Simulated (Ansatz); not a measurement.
# Mg on Al(100): change of the work function, part 2 of 5

How does Mg on the hollow site change the work function of Al(100) as the layer fills?

Ansatz 0.2.0; plane-wave DFT, PBE-D3(BJ), Ansatz PAW (the session's first sound run).

So far, work function, upper face (eV): step 2 (the clean slab) 4.33.

## Step 3: The covered slab, k-mesh 4×4×1, coverage 0.111 ML

System of this step: Mg/Al(100). The cell holds 37 atoms: 36 Al and 1 Mg. Cell: a = 8.591 Å, b = 8.591 Å, c = 26.009 Å, α = 90.0°, β = 90.0°, γ = 90.0°. Vacuum lies along c.

The clean slab as it ended is repeated in the plane and the adsorbate is set on one face; the cell's size fixes the coverage, and the k-mesh shrinks with it to keep the sampling density about even. Adsorbate and upper layers relax, since the dipole depends on the height.

input.yaml

```yaml
crystal:
  lattice:
    - [8.5913473914, 0.0, 0.0]
    - [0.0, 8.5913473914, 0.0]
    - [0.0, 0.0, 26.0085902404]
  atoms:
    - { symbol: Al, position: [0.1666666667, 0.1666666667, 0.3460395168] }
    - { symbol: Al, position: [0.0, 0.0, 0.4238984081] }
    - { symbol: Al, position: [0.1666666667, 0.1666666667, 0.5035117758] }
    - { symbol: Al, position: [0.0, 0.0, 0.5823653243] }
    - { symbol: Al, position: [0.1666666667, 0.5, 0.3460395168] }
    - { symbol: Al, position: [0.0, 0.3333333333, 0.4238984081] }
    - { symbol: Al, position: [0.1666666667, 0.5, 0.5035117758] }
    - { symbol: Al, position: [0.0, 0.3333333333, 0.5823653243] }
    - { symbol: Al, position: [0.1666666667, 0.8333333333, 0.3460395168] }
    - { symbol: Al, position: [0.0, 0.6666666667, 0.4238984081] }
    - { symbol: Al, position: [0.1666666667, 0.8333333333, 0.5035117758] }
    - { symbol: Al, position: [0.0, 0.6666666667, 0.5823653243] }
    - { symbol: Al, position: [0.5, 0.1666666667, 0.3460395168] }
    - { symbol: Al, position: [0.3333333333, 0.0, 0.4238984081] }
    - { symbol: Al, position: [0.5, 0.1666666667, 0.5035117758] }
    - { symbol: Al, position: [0.3333333333, 0.0, 0.5823653243] }
    - { symbol: Al, position: [0.5, 0.5, 0.3460395168] }
    - { symbol: Al, position: [0.3333333333, 0.3333333333, 0.4238984081] }
    - { symbol: Al, position: [0.5, 0.5, 0.5035117758] }
    - { symbol: Al, position: [0.3333333333, 0.3333333333, 0.5823653243] }
    - { symbol: Al, position: [0.5, 0.8333333333, 0.3460395168] }
    - { symbol: Al, position: [0.3333333333, 0.6666666667, 0.4238984081] }
    - { symbol: Al, position: [0.5, 0.8333333333, 0.5035117758] }
    - { symbol: Al, position: [0.3333333333, 0.6666666667, 0.5823653243] }
    - { symbol: Al, position: [0.8333333333, 0.1666666667, 0.3460395168] }
    - { symbol: Al, position: [0.6666666667, 0.0, 0.4238984081] }
    - { symbol: Al, position: [0.8333333333, 0.1666666667, 0.5035117758] }
    - { symbol: Al, position: [0.6666666667, 0.0, 0.5823653243] }
    - { symbol: Al, position: [0.8333333333, 0.5, 0.3460395168] }
    - { symbol: Al, position: [0.6666666667, 0.3333333333, 0.4238984081] }
    - { symbol: Al, position: [0.8333333333, 0.5, 0.5035117758] }
    - { symbol: Al, position: [0.6666666667, 0.3333333333, 0.5823653243] }
    - { symbol: Al, position: [0.8333333333, 0.8333333333, 0.3460395168] }
    - { symbol: Al, position: [0.6666666667, 0.6666666667, 0.4238984081] }
    - { symbol: Al, position: [0.8333333333, 0.8333333333, 0.5035117758] }
    - { symbol: Al, position: [0.6666666667, 0.6666666667, 0.5823653243] }
    - { symbol: Mg, position: [0.1666666667, 0.1666666667, 0.6539604832] }
kpoints:
  mp_grid: { grid: [4, 4, 1] }
hamiltonian:
  xc: pbe
  dispersion: d3bj
scf:
  occupations: { method: fermi_dirac, width: 0.1 }
  convergence: { dr2_threshold: 1.0e-08 }
efield:
  axis: 3
  dipole_correction: true
  ramp_position: 0.97
  ramp_width: 0.06
relax:
  f_tol: 0.02
  max_steps: 60
  constraints:
    - { sites: [0, 1, 4, 5, 8, 9, 12, 13, 16, 17, 20, 21, 24, 25, 28, 29, 32, 33] }
output:
  bader: true
  write_potential: true
  write_density: true
  volumetric_format: npy
```

Started as:

```console
$ ansatz run input.yaml --threads 4 --pin off --max-ram 6144MiB --backend cpu --events-out ev --progress --plain --runs-dir out
```

Numbers of over 12 decimals in the logs are rounded to 6 here.

Log:

```text
[...]
Crystal: 37 atoms, lattice volume = 1919.727 Å³
Basis set: ecut = 420 eV, 37567 PW (Γ), exchange–correlation on 120×120×360 points (8 copies of the dense FFT grid, shifted against one another)
Bands: 96, of which v1, the nominal top of the filled ones, is band 59 counted from 1 (58 counted from 0)
Symmetry: 8 space group operations
[...]
k-points: 6 of 16
[...]
SCF iter   1: F=—  HF=-21273.843924 eV  |F-HF|=—  |Δ(HF+E_count)|=         —  Δρ=1.44e-3  dr2=7.33e-1  ethr=1.77e-3  p=0.216 e·Å  D=2.04e-2 V/Å  ΔV_dip=-0.53 eV  dr2_dipole=1.41e-1  V_vac-E_F(+/−)=3.63/4.16 eV  ⟨swp⟩=11.8  Hψ=3633  notcnv=0  defer=6
[...]
SCF iter   8: F=-21273.808221 eV  HF=-21273.808221 eV  |F-HF|=1.01e-8  |Δ(HF+E_count)|=   5.36e-8  Δρ=1.95e-7  dr2=2.27e-9  ethr=8.47e-12  p=0.322 e·Å  D=3.04e-2 V/Å  ΔV_dip=-0.79 eV  dr2_dipole=6.02e-11  V_vac-E_F(+/−)=3.51/4.30 eV  ⟨swp⟩=10.7  Hψ=3810  notcnv=0
SCF 1 converged in 8 iterations: F = -21273.808221 eV  dr2 = 2.27e-9
[...]
relax step   1: F+E_penalty+E_count = -21273.80822085 eV  Δ(F+E_penalty+E_count) = +0.000e0 eV  max|allowed force component| = 3.426e-1 eV/Å  Δτ_max = 0.0000 Å  (8 SCF iters, accepted)
[...]
SCF iter   9: F=-21274.058838 eV  HF=-21274.058838 eV  |F-HF|=3.63e-9  |Δ(HF+E_count)|=   4.11e-8  Δρ=1.11e-7  dr2=5.11e-10  ethr=8.47e-12  p=0.311 e·Å  D=2.93e-2 V/Å  ΔV_dip=-0.76 eV  dr2_dipole=2.56e-12  V_vac-E_F(+/−)=3.55/4.32 eV  ⟨swp⟩=9.8  Hψ=3421  notcnv=0
SCF 2 converged in 9 iterations: F = -21274.058838 eV  dr2 = 5.11e-10
relax step   2: F+E_penalty+E_count = -21274.05883773 eV  Δ(F+E_penalty+E_count) = -2.506e-1 eV  max|allowed force component| = 1.058e-1 eV/Å  Δτ_max = 0.1923 Å  (9 SCF iters, accepted)
SCF iter   1: F=—  HF=-21274.061609 eV  |F-HF|=—  |Δ(HF+E_count)|=         —  Δρ=1.90e-4  dr2=4.40e-3  ethr=6.48e-5  p=0.311 e·Å  D=2.93e-2 V/Å  ΔV_dip=-0.76 eV  dr2_dipole=3.39e-4  V_vac-E_F(+/−)=3.55/4.32 eV  ⟨swp⟩=2.7  Hψ=1210  notcnv=0  defer=22
[...]
SCF iter   7: F=-21274.062668 eV  HF=-21274.062668 eV  |F-HF|=3.35e-9  |Δ(HF+E_count)|=   3.53e-8  Δρ=1.17e-7  dr2=1.08e-9  ethr=8.47e-12  p=0.308 e·Å  D=2.91e-2 V/Å  ΔV_dip=-0.76 eV  dr2_dipole=3.54e-11  V_vac-E_F(+/−)=3.56/4.32 eV  ⟨swp⟩=10.3  Hψ=3654  notcnv=0
SCF 3 converged in 7 iterations: F = -21274.062668 eV  dr2 = 1.08e-9
relax step   3: F+E_penalty+E_count = -21274.06266763 eV  Δ(F+E_penalty+E_count) = -3.830e-3 eV  max|allowed force component| = 3.457e-2 eV/Å  Δτ_max = 0.0232 Å  (7 SCF iters, accepted)
SCF iter   1: F=—  HF=-21274.061546 eV  |F-HF|=—  |Δ(HF+E_count)|=         —  Δρ=7.09e-5  dr2=2.44e-4  ethr=6.35e-6  p=0.308 e·Å  D=2.91e-2 V/Å  ΔV_dip=-0.76 eV  dr2_dipole=2.25e-5  V_vac-E_F(+/−)=3.56/4.32 eV  ⟨swp⟩=2.0  Hψ=1217  notcnv=0  defer=22
[...]
SCF iter   6: F=-21274.063094 eV  HF=-21274.063094 eV  |F-HF|=4.14e-9  |Δ(HF+E_count)|=   2.20e-8  Δρ=1.30e-7  dr2=1.15e-9  ethr=8.47e-12  p=0.307 e·Å  D=2.89e-2 V/Å  ΔV_dip=-0.75 eV  dr2_dipole=1.57e-10  V_vac-E_F(+/−)=3.56/4.32 eV  ⟨swp⟩=9.8  Hψ=3500  notcnv=0
SCF 4 converged in 6 iterations: F = -21274.063094 eV  dr2 = 1.15e-9
relax step   4: F+E_penalty+E_count = -21274.06309361 eV  Δ(F+E_penalty+E_count) = -4.260e-4 eV  max|allowed force component| = 5.803e-3 eV/Å  Δτ_max = 0.0118 Å  (6 SCF iters, accepted)
NSCF: frozen V_eff on 6 k-points
the search or the solves at the SCF's close may have found levels that the self-consistency loop had missed (the run counts none). By its estimate they hold under 1e-12 electrons; where the run keeps them, the occupations were computed again with them
the band table was solved once a step of the walk had ended and its energy, with any forces and stress, was formed, with the checks that follow a solve (3802 applications of the Hamiltonian). They found nothing against the state; the energy, forces and stress were not computed again (output.eigenvalues in the input reference)
SCF converged after 6 iterations
Free energy (F): -21274.063094 eV
[...]
Internal energy: -21273.538053 eV  (E = F + TS)
E sigma→0 (E₀):  -21273.800574 eV
Entropy (-TS):   -0.525040 eV (-14.190 meV/atom)
Fermi energy:    -0.111568 eV
Dipole field:    D = 0.028937 V/Å  (p = 0.306993 e·Å, saw-weighted, corrected)
Work function:   Φ+ = 3.5636 eV   Φ− = 4.3162 eV
[...]
--- Forces (eV/Å), atoms counted from 1 ---
  atom   1  Al     0.00000000     0.00000000     0.05430301
  atom   2  Al     0.00214612     0.00214612     0.08522832
  atom   3  Al     0.00000000     0.00000000     0.00250784
  atom   4  Al     0.00033103     0.00033103     0.00158174
  atom   5  Al     0.00000000     0.05189807    -0.00682138
  atom   6  Al     0.00214612    -0.00214612     0.08522832
  atom   7  Al     0.00000000    -0.00099831    -0.00103117
  atom   8  Al     0.00033103    -0.00033103     0.00158174
  atom   9  Al     0.00000000    -0.05189807    -0.00682138
  atom  10  Al     0.00991940     0.00000000    -0.03543017
  atom  11  Al     0.00000000     0.00099831    -0.00103117
  atom  12  Al    -0.00089096     0.00000000     0.00052901
  atom  13  Al     0.05189807     0.00000000    -0.00682138
  atom  14  Al    -0.00214612     0.00214612     0.08522832
  atom  15  Al    -0.00099831     0.00000000    -0.00103117
  atom  16  Al    -0.00033103     0.00033103     0.00158174
  atom  17  Al     0.01474504     0.01474504    -0.02587489
  atom  18  Al    -0.00214612    -0.00214612     0.08522832
  atom  19  Al    -0.00038129    -0.00038129    -0.00034460
  atom  20  Al    -0.00033103    -0.00033103     0.00158174
  atom  21  Al     0.01474504    -0.01474504    -0.02587489
  atom  22  Al    -0.00991940     0.00000000    -0.03543017
  atom  23  Al    -0.00038129     0.00038129    -0.00034460
  atom  24  Al     0.00089096     0.00000000     0.00052901
  atom  25  Al    -0.05189807     0.00000000    -0.00682138
  atom  26  Al     0.00000000     0.00991940    -0.03543017
  atom  27  Al     0.00099831     0.00000000    -0.00103117
  atom  28  Al     0.00000000    -0.00089096     0.00052901
  atom  29  Al    -0.01474504     0.01474504    -0.02587489
  atom  30  Al     0.00000000    -0.00991940    -0.03543017
  atom  31  Al     0.00038129    -0.00038129    -0.00034460
  atom  32  Al     0.00000000     0.00089096     0.00052901
  atom  33  Al    -0.01474504    -0.01474504    -0.02587489
  atom  34  Al     0.00000000     0.00000000    -0.12143566
  atom  35  Al     0.00038129     0.00038129    -0.00034460
  atom  36  Al     0.00000000     0.00000000    -0.00091922
  atom  37  Mg    -0.00000000     0.00000000    -0.00580323
  max |Σ_I F_I| component: 1.40e-7 eV/Å
--- Band table (eV; the first three rows and the last of 6) ---
  k-point 0: bands = [... 55 lower, -0.4478, -0.4478, -0.3837, -0.3284, -0.3284, -0.2804, -0.2425, -0.2425, ... 33 higher]
  k-point 1: bands = [... 55 lower, -0.6818, -0.3734, -0.2475, 0.0415, 0.0907, 0.2182, 0.2645, 0.3392, ... 33 higher]
  k-point 2: bands = [... 55 lower, -1.0549, -0.3089, -0.2448, -0.0238, 0.0005, 0.2134, 0.2356, 0.7057, ... 33 higher]
  k-point 5: bands = [... 55 lower, 0.0711, 0.0745, 0.1396, 0.1454, 0.3179, 0.3912, 0.3977, 0.3977, ... 33 higher]
--- Relaxed structure (4 steps of the walk, 4 accepted, 0 SCFs on fresh bases) ---
  F+E_penalty+E_count = -21274.06309361 eV   max|allowed force component| = 5.803e-3 eV/Å
  atoms:
    - { symbol: Al, position: [0.166667, 0.166667, 0.3460395168] }
    - { symbol: Al, position: [1.6666659794015235e-11, 1.6666659794015235e-11, 0.423898] }
    - { symbol: Al, position: [0.166667, 0.166667, 0.502330] }
    - { symbol: Al, position: [-0.00873425, -0.00873425, 0.576353] }
    - { symbol: Al, position: [0.166667, 0.500000, 0.3460395168] }
    - { symbol: Al, position: [1.6666659794015235e-11, 0.333333, 0.423898] }
    - { symbol: Al, position: [0.166667, 0.500843, 0.499660] }
    - { symbol: Al, position: [-0.00873425, 0.342068, 0.576353] }
    - { symbol: Al, position: [0.166667, 0.833333, 0.3460395168] }
    - { symbol: Al, position: [1.6666659794015235e-11, 0.666667, 0.423898] }
    - { symbol: Al, position: [0.166667, 0.832490, 0.499660] }
    - { symbol: Al, position: [-0.000225416, 0.666667, 0.577225] }
    - { symbol: Al, position: [0.500000, 0.166667, 0.3460395168] }
    - { symbol: Al, position: [0.333333, 1.6666659794015235e-11, 0.423898] }
    - { symbol: Al, position: [0.500843, 0.166667, 0.499660] }
    - { symbol: Al, position: [0.342068, -0.00873425, 0.576353] }
    - { symbol: Al, position: [0.500000, 0.500000, 0.3460395168] }
    - { symbol: Al, position: [0.333333, 0.333333, 0.423898] }
    - { symbol: Al, position: [0.501462, 0.501462, 0.498964] }
    - { symbol: Al, position: [0.342068, 0.342068, 0.576353] }
    - { symbol: Al, position: [0.500000, 0.833333, 0.3460395168] }
    - { symbol: Al, position: [0.333333, 0.666667, 0.423898] }
    - { symbol: Al, position: [0.501462, 0.831872, 0.498964] }
    - { symbol: Al, position: [0.333559, 0.666667, 0.577225] }
    - { symbol: Al, position: [0.833333, 0.166667, 0.3460395168] }
    - { symbol: Al, position: [0.666667, 1.6666659794015235e-11, 0.423898] }
    - { symbol: Al, position: [0.832490, 0.166667, 0.499660] }
    - { symbol: Al, position: [0.666667, -0.000225416, 0.577225] }
    - { symbol: Al, position: [0.833333, 0.500000, 0.3460395168] }
    - { symbol: Al, position: [0.666667, 0.333333, 0.423898] }
    - { symbol: Al, position: [0.831872, 0.501462, 0.498964] }
    - { symbol: Al, position: [0.666667, 0.333559, 0.577225] }
    - { symbol: Al, position: [0.833333, 0.833333, 0.3460395168] }
    - { symbol: Al, position: [0.666667, 0.666667, 0.423898] }
    - { symbol: Al, position: [0.831872, 0.831872, 0.498964] }
    - { symbol: Al, position: [0.666667, 0.666667, 0.577159] }
    - { symbol: Mg, position: [0.166667, 0.166667, 0.646988] }
--- Bader charges: 37 sites ---
  site symbol  charge [e]  shift [e]
     0     Al      0.0375     0.0000
     1     Al     -0.0067     0.0000
     2     Al     -0.0199     0.0000
     3     Al     -0.2298     0.0000
     4     Al      0.0213     0.0000
     5     Al     -0.0066     0.0000
     6     Al     -0.0214     0.0000
     7     Al     -0.2298     0.0000
     8     Al      0.0213     0.0000
     9     Al     -0.0188     0.0000
    10     Al     -0.0214     0.0000
    11     Al     -0.0120     0.0001
    12     Al      0.0213     0.0000
    13     Al     -0.0067     0.0000
    14     Al     -0.0214     0.0000
    15     Al     -0.2298     0.0000
    16     Al      0.0117     0.0000
    17     Al     -0.0067     0.0000
    18     Al     -0.0020     0.0000
    19     Al     -0.2298     0.0000
    20     Al      0.0117     0.0000
    21     Al     -0.0188     0.0000
    22     Al     -0.0020     0.0000
    23     Al     -0.0120     0.0001
    24     Al      0.0213     0.0000
    25     Al     -0.0188     0.0000
    26     Al     -0.0214     0.0000
    27     Al     -0.0120     0.0001
    28     Al      0.0117     0.0000
    29     Al     -0.0188     0.0000
    30     Al     -0.0020     0.0000
    31     Al     -0.0120     0.0001
    32     Al      0.0117     0.0000
    33     Al     -0.0161     0.0000
    34     Al     -0.0020     0.0000
    35     Al      0.0089     0.0000
    36     Mg      1.0201     0.0002
  estimated error of the sums over rays = 2.8e-4 e
```

The job ended after 6.7 min (4 threads of Arm Neoverse N1, shared host; peak memory 3.5 GiB).

Step by step:

| step | energy less that of the first step (eV) | largest force component (eV/Å) |
| --- | --- | --- |
| 1 | 0.0000 | 0.3426 |
| 2 | -0.2506 | 0.1058 |
| 3 | -0.2544 | 0.0346 |
| 4 | -0.2549 | 0.0058 |

Forces are held to the 8 operations that the run works with; a distortion that breaks them can't arise in this run.

The atoms that moved most (Å):

| atom | dx | dy | dz | length |
| --- | --- | --- | --- | --- |
| Al4 | -0.075 | -0.075 | -0.156 | 0.189 |
| Al8 | -0.075 | 0.075 | -0.156 | 0.189 |
| Al16 | 0.075 | -0.075 | -0.156 | 0.189 |
| Al20 | 0.075 | 0.075 | -0.156 | 0.189 |
| Mg37 | 0.000 | 0.000 | -0.181 | 0.181 |
| Al36 | 0.000 | 0.000 | -0.135 | 0.135 |
| Al28 | 0.000 | -0.002 | -0.134 | 0.134 |
| Al32 | 0.000 | 0.002 | -0.134 | 0.134 |

The relaxed structure:

```xyz
37
Lattice="8.5913 0.0000 0.0000 0.0000 8.5913 0.0000 0.0000 0.0000 26.0086" Properties=species:S:1:pos:R:3
Al    1.4319    1.4319    9.0000
Al    0.0000    0.0000   11.0250
Al    1.4319    1.4319   13.0649
Al   -0.0750   -0.0750   14.9901
Al    1.4319    4.2957    9.0000
Al    0.0000    2.8638   11.0250
Al    1.4319    4.3029   12.9954
Al   -0.0750    2.9388   14.9901
Al    1.4319    7.1595    9.0000
Al    0.0000    5.7276   11.0250
Al    1.4319    7.1522   12.9954
Al   -0.0019    5.7276   15.0128
Al    4.2957    1.4319    9.0000
Al    2.8638    0.0000   11.0250
Al    4.3029    1.4319   12.9954
Al    2.9388   -0.0750   14.9901
Al    4.2957    4.2957    9.0000
Al    2.8638    2.8638   11.0250
Al    4.3082    4.3082   12.9773
Al    2.9388    2.9388   14.9901
Al    4.2957    7.1595    9.0000
Al    2.8638    5.7276   11.0250
Al    4.3082    7.1469   12.9773
Al    2.8657    5.7276   15.0128
Al    7.1595    1.4319    9.0000
Al    5.7276    0.0000   11.0250
Al    7.1522    1.4319   12.9954
Al    5.7276   -0.0019   15.0128
Al    7.1595    4.2957    9.0000
Al    5.7276    2.8638   11.0250
Al    7.1469    4.3082   12.9773
Al    5.7276    2.8657   15.0128
Al    7.1595    7.1595    9.0000
Al    5.7276    5.7276   11.0250
Al    7.1469    7.1469   12.9773
Al    5.7276    5.7276   15.0111
Mg    1.4319    1.4319   16.8273
```

Numbers from this step:

| Quantity | Value |
| --- | --- |
| energy at zero smearing | -21273.8006 eV |
| work function, upper face | 3.564 eV |
| work function, lower face | 4.316 eV |
| dipole along the normal | 0.3070 e·Å |
| step between the vacuum levels | -0.7526 eV |

Running mean over 2.025 Å of the planar mean; the ramp of the sawtooth is left out. The electron's electrostatic potential energy less the Fermi level by z:

z (Å), electron's electrostatic potential energy less the Fermi level (eV) and a bar from the least value:
```
      3.5       4.32 ##############################
      4.0       4.32 ##############################
      4.5       4.31 ##############################
      5.0       4.31 ##############################
      5.5       4.30 ##############################
      6.0       4.25 ##############################
      6.5       4.08 #############################
      7.0       3.51 ###########################
      7.5       1.89 ######################
      8.0      -0.51 ##############
      8.5      -2.82 ######
      9.0      -4.18 ##
      9.5      -4.51 #
     10.0      -4.57 #
     10.5      -4.59 #
     11.0      -4.63 
     11.5      -4.75 
     12.0      -4.78 
     12.5      -4.76 
     13.0      -4.65 
     13.5      -4.65 
     14.0      -4.64 
     14.5      -4.59 #
     15.0      -4.28 ##
     15.5      -3.13 #####
     16.0      -1.29 ############
     16.5       0.73 ##################
     17.0       2.15 #######################
     17.5       2.71 #########################
     18.0       3.15 ##########################
     18.5       3.42 ###########################
     19.0       3.51 ###########################
     19.5       3.55 ###########################
     20.0       3.56 ###########################
     20.5       3.56 ############################
     21.0       3.56 ############################
     21.5       3.56 ############################
     22.0       3.56 ############################
     22.5       3.56 ############################
```

The relaxation took 4 steps and lowered the energy by 0.25 eV; the largest force on the free atoms ends at 0.0058 eV/Å.

The covered face has 3.56 eV, -0.77 eV against the clean one; the bare back face has moved by -0.02 eV, a measure of how thin the slab is.

(Continued in part 3 of 5.)

[Logs are printed without paths, hosts, clocks, repeated set-up lines and the standing remarks that a program may print on its own settings, such as how far it seeks lower states.]

[Hosts, paths, dates, database ids (printed as entryN), source tags and the programs' standing remarks are cut or masked in the printed files.]

[Maps of the electrostatic potential energy from Ansatz leave out the sawtooth potential of an applied field or a dipole correction, so their vacuum need not be flat; planar profiles and work functions include it.]
